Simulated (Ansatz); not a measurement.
# In2S (model cell, started as cuprite): a soft mode frozen in, part 2 of 2

Aim: this structure of In2S (model cell, started as cuprite) is to be tested for unstable modes, and one is followed downhill.

Ansatz 0.2.0; DFT PBEsol, scalar-relativistic, plane waves, PAW.

So far, highest frequency on the path or at a solved wavevector (cm⁻¹): step 2 (response at finite wavevector) 137. Also lowest frequency on the path (cm⁻¹): step 2 -235.

The structure was built from a prototype and need not be the compound's stable phase.

## (5) Energy along the mode, all amplitudes (two of the runs are shown above)

An imaginary frequency means negative curvature, so the energy should fall and then rise again as anharmonic terms take over.

This step gave:

```
depth at the lowest point sampled  : 71.36 meV/atom
largest atomic shift at that point : 0.6 Å
```

Table of energy from the parent by largest atomic shift:

| largest atomic shift (Å) | energy from the parent (meV/atom) |
| --- | --- |
| 0.000 | 0 |
| 0.040 | -1.42 |
| 0.080 | -4.71 |
| 0.140 | -11.7 |
| 0.220 | -23.4 |
| 0.320 | -39.6 |
| 0.450 | -59.8 |
| 0.600 | -71.4 |

Displacement at unit largest shift by atom:

| atom | x (Å) | y (Å) | z (Å) | size |
| --- | --- | --- | --- | --- |
| S1 | 1.00 | 0.00 | 0.00 | 1.00 |
| S2 | -1.00 | 0.00 | 0.00 | 1.00 |
| S3 | 0.00 | 1.00 | 0.00 | 1.00 |
| S4 | 0.00 | -1.00 | 0.00 | 1.00 |
| In5 | 0.07 | -0.07 | 0.00 | 0.09 |
| In6 | -0.07 | 0.07 | 0.00 | 0.09 |
| In7 | 0.07 | -0.07 | 0.00 | 0.09 |
| In8 | -0.07 | 0.07 | 0.00 | 0.09 |
| In9 | -0.07 | -0.07 | 0.00 | 0.09 |
| In10 | 0.07 | 0.07 | 0.00 | 0.09 |
| In11 | -0.07 | -0.07 | 0.00 | 0.09 |
| In12 | 0.07 | 0.07 | 0.00 | 0.09 |

The lowest of the steps tried is the last one, at 0.6 Å, 71.4 meV/atom below the parent; the bottom of the well need not coincide with a step.

## (6) Relaxation from the frozen mode

Starting from the lowest point found, all atoms and the cell are let go, so that strain and other modes of the same symmetry can join in.

input.yaml reads:

```yaml
crystal:
  lattice:
    - [6.2898146533, 0.0, 0.0]
    - [0.0, 6.2898146533, 0.0]
    - [0.0, 0.0, 12.5796293066]
  atoms:
    - { symbol: S, position: [0.0953923181, 0.0, 0.5] }
    - { symbol: S, position: [-0.0953923181, 0.0, 0.0] }
    - { symbol: S, position: [0.5, 0.5953923181, 0.25] }
    - { symbol: S, position: [0.5, 0.4046076819, 0.75] }
    - { symbol: In, position: [0.2563918364, 0.2436081636, 0.125] }
    - { symbol: In, position: [0.2436081636, 0.2563918364, 0.625] }
    - { symbol: In, position: [0.7563918364, 0.7436081636, 0.125] }
    - { symbol: In, position: [0.7436081636, 0.7563918364, 0.625] }
    - { symbol: In, position: [0.7436081636, 0.2436081636, 0.375] }
    - { symbol: In, position: [0.7563918364, 0.2563918364, 0.875] }
    - { symbol: In, position: [0.2436081636, 0.7436081636, 0.375] }
    - { symbol: In, position: [0.2563918364, 0.7563918364, 0.875] }
kpoints:
  mp_grid: { grid: [6, 6, 4] }
hamiltonian:
  xc: pbesol
scf:
  occupations: { method: methfessel_paxton, width: 0.2 }
output:
  forces: true
  stress: true
  eigenvalues: true
relax:
  adjacent_minimum: "off"
  f_tol: 0.002
  max_steps: 120
  cell: { stress_tol: 0.03 }
```

Run with:

```console
ansatz run input.yaml --threads 8 --pin off --max-ram 14336MiB --backend cpu --events-out ev --progress --plain --runs-dir out
```

Numbers of over 12 decimals in the logs are rounded to 6 here.

The log of the run:

```text
[...]
Crystal: 12 atoms, lattice volume = 497.672 Å³
Basis set: ecut = 420 eV, 9863 PW (Γ), exchange–correlation on 90×90×180 points (8 copies of the dense FFT grid, shifted against one another)
Bands: 77, of which v1, the nominal top of the filled ones, is band 64 counted from 1 (63 counted from 0)
Symmetry: 8 space group operations
[...]
k-points: 30 of 144 (time reversal used)
[...]
SCF iter   1: F=—  HF=-47738.015201 eV  |F-HF|=—  |Δ(HF+E_count)|=         —  Δρ=3.76e-3  dr2=8.74e-2  ethr=1.77e-3  ⟨swp⟩=5.9  Hψ=7972  notcnv=0
[...]
SCF iter   8: F=-47738.002419 eV  HF=-47738.002419 eV  |F-HF|=2.72e-8  |Δ(HF+E_count)|=   9.74e-8  S|Δr|=    0.00e0  Δρ=2.45e-6  dr2=6.45e-8  ethr=7.81e-11  ⟨swp⟩=10.6  Hψ=9891  notcnv=0
SCF 1 converged in 8 iterations: F = -47738.002419 eV  dr2 = 6.45e-8
[...]
relax step   1: F+E_penalty+E_count = -47738.00241862 eV  Δ(F+E_penalty+E_count) = +0.000e0 eV  max|allowed force component| = 7.367e-1 eV/Å  Δτ_max = 0.0000 Å  P = -0.625 GPa  Ω = 497.672 Å³  (8 SCF iters, dr2 threshold 1.00e-7 eV, accepted)
Crystal: 12 atoms, lattice volume = 486.109 Å³
Basis set: ecut = 420 eV, 9501 PW (Γ), exchange–correlation on 90×90×180 points (8 copies of the dense FFT grid, shifted against one another)
[...]
SCF iter   8: F=-47738.935212 eV  HF=-47738.935212 eV  |F-HF|=8.25e-9  |Δ(HF+E_count)|=   6.31e-8  S|Δr|=    0.00e0  Δρ=4.55e-6  dr2=1.47e-7  ethr=9.37e-10  ⟨swp⟩=7.3  Hψ=9210  notcnv=0
SCF 2 converged in 8 iterations: F = -47738.935212 eV  dr2 = 1.47e-7
[...]
relax step   2: F+E_penalty+E_count = -47738.93521169 eV  Δ(F+E_penalty+E_count) = -9.328e-1 eV  max|allowed force component| = 8.069e-1 eV/Å  Δτ_max = 0.1973 Å  P = -0.954 GPa  Ω = 486.109 Å³  energy of the carried Pulay correction = +1.372e-3 eV  (8 SCF iters, dr2 threshold 1.20e-6 eV, accepted)
Crystal: 12 atoms, lattice volume = 471.250 Å³
Basis set: ecut = 420 eV, 9205 PW (Γ), exchange–correlation on 90×90×180 points (8 copies of the dense FFT grid, shifted against one another)
[...]
SCF iter   7: F=-47740.000441 eV  HF=-47740.000441 eV  |F-HF|=3.91e-8  |Δ(HF+E_count)|=   7.84e-7  S|Δr|=    0.00e0  Δρ=9.02e-6  dr2=4.89e-7  ethr=9.37e-10  ⟨swp⟩=8.0  Hψ=10129  notcnv=0
SCF 3 converged in 7 iterations: F = -47740.000441 eV  dr2 = 4.89e-7
[...]
relax step   3: F+E_penalty+E_count = -47740.00044130 eV  Δ(F+E_penalty+E_count) = -1.065e0 eV  max|allowed force component| = 7.923e-1 eV/Å  Δτ_max = 0.1961 Å  P = -1.252 GPa  Ω = 471.250 Å³  energy of the carried Pulay correction = +3.194e-3 eV  (7 SCF iters, dr2 threshold 1.20e-6 eV, accepted)
[... from here on, the SCF cycles and remarks between the steps are left out ...]
relax step   4: F+E_penalty+E_count = -47741.08206074 eV  Δ(F+E_penalty+E_count) = -1.082e0 eV  max|allowed force component| = 5.887e-1 eV/Å  Δτ_max = 0.1982 Å  P = -1.544 GPa  Ω = 452.129 Å³  energy of the carried Pulay correction = +5.642e-3 eV  (6 SCF iters, dr2 threshold 1.20e-6 eV, accepted)
relax step   5: F+E_penalty+E_count = -47741.99173988 eV  Δ(F+E_penalty+E_count) = -9.097e-1 eV  max|allowed force component| = 2.149e-1 eV/Å  Δτ_max = 0.1950 Å  P = -1.544 GPa  Ω = 424.510 Å³  energy of the carried Pulay correction = +9.403e-3 eV  (6 SCF iters, dr2 threshold 1.20e-6 eV, accepted)
relax step   6: F+E_penalty+E_count = -47742.46592158 eV  Δ(F+E_penalty+E_count) = -4.742e-1 eV  max|allowed force component| = 1.432e-1 eV/Å  Δτ_max = 0.1156 Å  P = -0.777 GPa  Ω = 392.317 Å³  energy of the carried Pulay correction = +1.416e-2 eV  (6 SCF iters, dr2 threshold 1.20e-6 eV, accepted)
relax step   7: F+E_penalty+E_count = -47742.84550428 eV  Δ(F+E_penalty+E_count) = -3.796e-1 eV  max|allowed force component| = 1.790e-1 eV/Å  Δτ_max = 0.1123 Å  P = -0.283 GPa  Ω = 368.538 Å³  energy of the carried Pulay correction = +1.797e-2 eV  (6 SCF iters, dr2 threshold 1.20e-6 eV, accepted)
relax step   8: F+E_penalty+E_count = -47743.23149141 eV  Δ(F+E_penalty+E_count) = -3.860e-1 eV  max|allowed force component| = 1.919e-1 eV/Å  Δτ_max = 0.1689 Å  P = -0.269 GPa  Ω = 349.600 Å³  energy of the carried Pulay correction = +2.121e-2 eV  (6 SCF iters, dr2 threshold 1.20e-6 eV, accepted)
relax step   9: F+E_penalty+E_count = -47743.49948421 eV  Δ(F+E_penalty+E_count) = -2.680e-1 eV  max|allowed force component| = 1.692e-1 eV/Å  Δτ_max = 0.1914 Å  P = +0.215 GPa  Ω = 333.857 Å³  energy of the carried Pulay correction = +2.405e-2 eV  (6 SCF iters, dr2 threshold 1.20e-6 eV, accepted)
relax step  10: F+E_penalty+E_count = -47743.62237563 eV  Δ(F+E_penalty+E_count) = -1.229e-1 eV  max|allowed force component| = 4.605e-2 eV/Å  Δτ_max = 0.1950 Å  P = +0.498 GPa  Ω = 327.709 Å³  energy of the carried Pulay correction = +2.520e-2 eV  (6 SCF iters, dr2 threshold 1.20e-6 eV, accepted)
relax step  11: F+E_penalty+E_count = -47743.64381083 eV  Δ(F+E_penalty+E_count) = -2.144e-2 eV  max|allowed force component| = 1.239e-1 eV/Å  Δτ_max = 0.0693 Å  P = -0.665 GPa  Ω = 339.558 Å³  energy of the carried Pulay correction = +2.300e-2 eV  (7 SCF iters, dr2 threshold 7.69e-7 eV, accepted)
relax step  12: F+E_penalty+E_count = -47743.72487851 eV  Δ(F+E_penalty+E_count) = -8.107e-2 eV  max|allowed force component| = 1.207e-1 eV/Å  Δτ_max = 0.1616 Å  P = -0.456 GPa  Ω = 339.771 Å³  energy of the carried Pulay correction = +2.297e-2 eV  (7 SCF iters, dr2 threshold 1.13e-6 eV, accepted)
relax step  13: F+E_penalty+E_count = -47743.75961458 eV  Δ(F+E_penalty+E_count) = -3.474e-2 eV  max|allowed force component| = 3.039e-1 eV/Å  Δτ_max = 0.1950 Å  P = +0.101 GPa  Ω = 339.536 Å³  energy of the carried Pulay correction = +2.301e-2 eV  (7 SCF iters, dr2 threshold 9.10e-7 eV, accepted)
relax step  14: F+E_penalty+E_count = -47743.49374844 eV  Δ(F+E_penalty+E_count) = +2.659e-1 eV  max|allowed force component| = 5.486e-1 eV/Å  Δτ_max = 0.1296 Å  P = -0.454 GPa  Ω = 335.570 Å³  energy of the carried Pulay correction = +2.373e-2 eV  (7 SCF iters, dr2 threshold 1.20e-6 eV, rejected (line search))
relax step  15: F+E_penalty+E_count = -47743.83984379 eV  Δ(F+E_penalty+E_count) = -8.023e-2 eV  max|allowed force component| = 6.918e-2 eV/Å  Δτ_max = 0.0928 Å  P = -0.109 GPa  Ω = 336.119 Å³  energy of the carried Pulay correction = +2.363e-2 eV  (12 SCF iters, accepted)
relax step  16: F+E_penalty+E_count = -47743.85106491 eV  Δ(F+E_penalty+E_count) = -1.122e-2 eV  max|allowed force component| = 1.676e-2 eV/Å  Δτ_max = 0.0303 Å  P = +0.062 GPa  Ω = 333.869 Å³  energy of the carried Pulay correction = +2.405e-2 eV  (6 SCF iters, dr2 threshold 2.99e-7 eV, accepted)
relax step  17: F+E_penalty+E_count = -47743.85222781 eV  Δ(F+E_penalty+E_count) = -1.163e-3 eV  max|allowed force component| = 7.349e-3 eV/Å  Δτ_max = 0.0157 Å  P = -0.023 GPa  Ω = 334.243 Å³  energy of the carried Pulay correction = +2.398e-2 eV  (7 SCF iters, dr2 threshold 1.76e-8 eV, accepted)
relax step  18: F+E_penalty+E_count = -47743.85233093 eV  Δ(F+E_penalty+E_count) = -1.031e-4 eV  max|allowed force component| = 1.023e-3 eV/Å  Δτ_max = 0.0026 Å  P = -0.001 GPa  Ω = 334.080 Å³  energy of the carried Pulay correction = +2.401e-2 eV  (6 SCF iters, dr2 threshold 3.38e-9 eV, accepted)
relax step  19: F+E_penalty+E_count = -47743.84844673 eV  Δ(F+E_penalty+E_count) = +3.884e-3 eV  max|allowed force component| = 1.036e-3 eV/Å  Δτ_max = 0.0000 Å  P = -0.016 GPa  Ω = 334.080 Å³  stress off target by 3.02e-2 GPa  SCF on the basis re-selected at this cell (its energy is not comparable with the rows above)  (6 SCF iters)
relax step  20: F+E_penalty+E_count = -47743.84856740 eV  Δ(F+E_penalty+E_count) = -1.207e-4 eV  max|allowed force component| = 5.619e-4 eV/Å  Δτ_max = 0.0023 Å  P = +0.006 GPa  Ω = 333.719 Å³  energy of the carried Pulay correction = +5.656e-5 eV  (6 SCF iters, dr2 threshold 2.28e-9 eV, accepted)
[...]
SCF iter   5: F=-47743.848527 eV  HF=-47743.848527 eV  |F-HF|=2.91e-11  |Δ(HF+E_count)|=  2.18e-11  S|Δr|=    0.00e0  Δρ=3.87e-8  dr2=1.03e-11  ethr=1.00e-12  ⟨swp⟩=6.2  Hψ=8349  notcnv=0
SCF 21 converged in 5 iterations: F = -47743.848527 eV  dr2 = 1.03e-11
relax step  21: F+E_penalty+E_count = -47743.84852655 eV  Δ(F+E_penalty+E_count) = +4.085e-5 eV  max|allowed force component| = 5.635e-4 eV/Å  Δτ_max = 0.0000 Å  P = +0.006 GPa  Ω = 333.719 Å³  stress off target by 6.21e-3 GPa  SCF on the basis re-selected at this cell (its energy is not comparable with the rows above)  (5 SCF iters)
[...]
SCF converged after 5 iterations
[...]
Free energy (F): -47743.848527 eV
[...]
Internal energy: -47743.844752 eV  (E = F + TS)
E sigma→0 (E₀):  -47743.847583 eV
Entropy (-TS):   -0.003774 eV (-0.315 meV/atom)
Fermi energy:    7.250388 eV
[...]
--- Forces (eV/Å), atoms counted from 1 ---
  atom   1  S      0.00012949    -0.00000000     0.00000000
  atom   2  S     -0.00012949     0.00000000     0.00000000
  atom   3  S     -0.00000000     0.00012949     0.00000000
  atom   4  S     -0.00000000    -0.00012949     0.00000000
  atom   5  In     0.00056352    -0.00056352    -0.00000000
  atom   6  In     0.00006861    -0.00006861    -0.00000000
  atom   7  In    -0.00006861     0.00006861    -0.00000000
  atom   8  In    -0.00056352     0.00056352    -0.00000000
  atom   9  In    -0.00056352    -0.00056352     0.00000000
  atom  10  In    -0.00006861    -0.00006861     0.00000000
  atom  11  In     0.00006861     0.00006861     0.00000000
  atom  12  In     0.00056352     0.00056352     0.00000000
  max |Σ_I F_I| component: 1.47e-17 eV/Å
--- Stress (GPa, compression-positive) ---
        0.005933       0.000000       0.000000
        0.000000       0.005933      -0.000000
        0.000000      -0.000000       0.006209
  P = ⅓ Tr σ = 0.0060 GPa (0.060 kbar)
--- Band table (eV; the first three rows and the last of 30) ---
  k-point 0: bands = [... 60 lower, 5.5016, 6.1252, 6.1252, 6.9388, 7.9045, 7.9045, 7.9710, 9.0667, ... 9 higher]
  k-point 1: bands = [... 60 lower, 5.6417, 5.8290, 6.4069, 6.8468, 7.8843, 8.0936, 8.4498, 8.8477, ... 9 higher]
  k-point 2: bands = [... 60 lower, 5.6864, 5.6864, 6.6948, 6.6948, 8.3929, 8.3929, 8.5907, 8.5907, ... 9 higher]
  k-point 29: bands = [... 60 lower, 5.6366, 5.6366, 5.8492, 5.8492, 7.7633, 7.7633, 8.3392, 8.3392, ... 9 higher]
--- Relaxed structure (19 steps of the walk, 18 accepted, 2 SCFs on fresh bases) ---
  F+E_penalty+E_count = -47743.84852655 eV   max|allowed force component| = 5.635e-4 eV/Å   (the final SCF, on the basis selected at the relaxed cell)
  cell:  # Å, volume = 333.7192 Å³
    - [6.612435, 0, 0.0]
    - [0, 6.612435, 0]
    - [0.0, 0, 7.632350]
  atoms:
    - { symbol: S, position: [0.109173, -2.1489324930363644e-18, 0.5] }
    - { symbol: S, position: [-0.109173, -2.1489324930363644e-18, 0] }
    - { symbol: S, position: [0.5, 0.609173, 0.25] }
    - { symbol: S, position: [0.5, 0.390827, 0.75] }
    - { symbol: In, position: [0.297438, 0.202562, 0.125] }
    - { symbol: In, position: [0.152597, 0.347403, 0.625000] }
    - { symbol: In, position: [0.847403, 0.652597, 0.125] }
    - { symbol: In, position: [0.702562, 0.797438, 0.625000] }
    - { symbol: In, position: [0.702562, 0.202562, 0.375] }
    - { symbol: In, position: [0.847403, 0.347403, 0.875] }
    - { symbol: In, position: [0.152597, 0.652597, 0.375] }
    - { symbol: In, position: [0.297438, 0.797438, 0.875] }
```

The job ended after 6 min (8 threads of Arm Neoverse V2, shared host; peak memory 2.2 GiB; 47 min of CPU time).

Step by step:

| step | energy less that of the first step (eV) | largest force component (eV/Å) | pressure (GPa) | volume (Å³) |
| --- | --- | --- | --- | --- |
| 1 | 0.0000 | 0.7367 | -0.62 | 497.67 |
| 2 | -0.9328 | 0.8069 | -0.95 | 486.11 |
| 3 | -1.9980 | 0.7923 | -1.25 | 471.25 |
| 4 | -3.0796 | 0.5887 | -1.54 | 452.13 |
| 5 | -3.9893 | 0.2149 | -1.54 | 424.51 |
| 6 | -4.4635 | 0.1432 | -0.78 | 392.32 |
| 7 | -4.8431 | 0.1790 | -0.28 | 368.54 |
| 8 | -5.2291 | 0.1919 | -0.27 | 349.60 |
| 9 | -5.4971 | 0.1692 | 0.21 | 333.86 |
| 10 | -5.6200 | 0.0460 | 0.50 | 327.71 |
| 11 | -5.6414 | 0.1239 | -0.66 | 339.56 |
| 12 | -5.7225 | 0.1207 | -0.46 | 339.77 |
| 13 | -5.7572 | 0.3039 | 0.10 | 339.54 |
| 14 | -5.4913 | 0.5486 | -0.45 | 335.57 |
| 15 | -5.8374 | 0.0692 | -0.11 | 336.12 |
| 16 | -5.8486 | 0.0168 | 0.06 | 333.87 |
| 17 | -5.8498 | 0.0073 | -0.02 | 334.24 |
| 18 | -5.8499 | 0.0010 | 0.00 | 334.08 |
| 19* | -5.8460 | 0.0010 | -0.02 | 334.08 |
| 20 | -5.8461 | 0.0006 | 0.01 | 333.72 |
| 21* | -5.8461 | 0.0006 | 0.01 | 333.72 |

Relaxation steps marked * repeat the geometry before them on a plane-wave basis chosen anew for their cell, so energy and pressure can jump there. Relaxation step 14 was tried and not accepted.

Forces are held to the 8 operations that the run works with; a distortion that breaks them can't arise in this run.

| cell as run | before | after | change |
| --- | --- | --- | --- |
| a (Å) | 6.290 | 6.612 | +5.1 % |
| b (Å) | 6.290 | 6.612 | +5.1 % |
| c (Å) | 12.580 | 7.632 | -39.3 % |
| volume (Å³/atom) | 41.47 | 27.81 | -32.9 % |

The atoms that moved most (Å, as changes of fractional coordinates times the final cell):

| atom | dx | dy | dz | length |
| --- | --- | --- | --- | --- |
| In6 | -0.602 | 0.602 | 0.000 | 0.851 |
| In11 | -0.602 | -0.602 | 0.000 | 0.851 |
| In10 | 0.602 | 0.602 | 0.000 | 0.851 |
| In7 | 0.602 | -0.602 | 0.000 | 0.851 |
| In5 | 0.271 | -0.271 | 0.000 | 0.384 |
| In9 | -0.271 | -0.271 | 0.000 | 0.384 |
| In12 | 0.271 | 0.271 | 0.000 | 0.384 |
| In8 | -0.271 | 0.271 | 0.000 | 0.384 |

Final coordinates:

```xyz
12
Lattice="6.6124 0.0000 0.0000 0.0000 6.6124 0.0000 0.0000 0.0000 7.6323" Properties=species:S:1:pos:R:3 pbc="T T T"
S     0.7219    0.0000    3.8162
S    -0.7219    0.0000    0.0000
S     3.3062    4.0281    1.9081
S     3.3062    2.5843    5.7243
In    1.9668    1.3394    0.9540
In    1.0090    2.2972    4.7702
In    5.6034    4.3153    0.9540
In    4.6456    5.2730    4.7702
In    4.6456    1.3394    2.8621
In    5.6034    2.2972    6.6783
In    1.0090    4.3153    2.8621
In    1.9668    5.2730    6.6783
```

Numbers from this step:

| Property | Result |
| --- | --- |
| pressure | 0.006025 GPa |
| volume per atom | 27.81 Å³ |

The distorted start has space group P4_322; the relaxation ends in P4_322.

## (7) Summary of results

| Property | Result |
| --- | --- |
| unstable mode of the parent | q = (0, 0, -0.5), 229i cm⁻¹ |
| depth at the lowest point sampled | 71.4 meV/atom |
| largest atomic shift at that point | 0.6 Å |
| space group reached (within 0.01 Å) | P4_322 |
| energy gained over the parent (first relaxation, on the mesh of the frozen mode) | 559 meV/atom |
| volume per atom, phase reached | 27.8 Å³ |

Along this mode the structure falls into P4_322, 559 meV/atom below the parent. At the parent's cell the well is 71.36 meV/atom deep on the steps tried, with its lowest point at a shift of 0.6 Å. That is the last step tried, so the steps alone don't bracket the bottom of the well. Relaxing atoms and cell changes the gain by +487.41 meV/atom against the lowest step (energies at zero smearing). Most of the total comes from this relaxation. The modes of the phase reached were not computed on this path. Of the 5 patterns followed to their end from this parent, this one ends 128 meV/atom above the lowest, Pmma. Each path keeps the symmetry of its pattern, so a lower phase may lie along a pattern not tried. With no gap, or one that is small against the smearing, the frequencies hang on the k mesh and the smearing, most of all near Kohn anomalies. The volume moved by more than a tenth on the k mesh of the start, so the energy gain is rough. The starting cell was built on a prototype and not taken from a measurement, so the phase need not exist.

[Logs are printed without paths, hosts, clocks, repeated set-up lines and the standing remarks that a program may print on its own settings, such as how far it seeks lower states.]

[Hosts, paths, dates, database ids (printed as entryN), source tags and the programs' standing remarks are cut or masked in the printed files.]
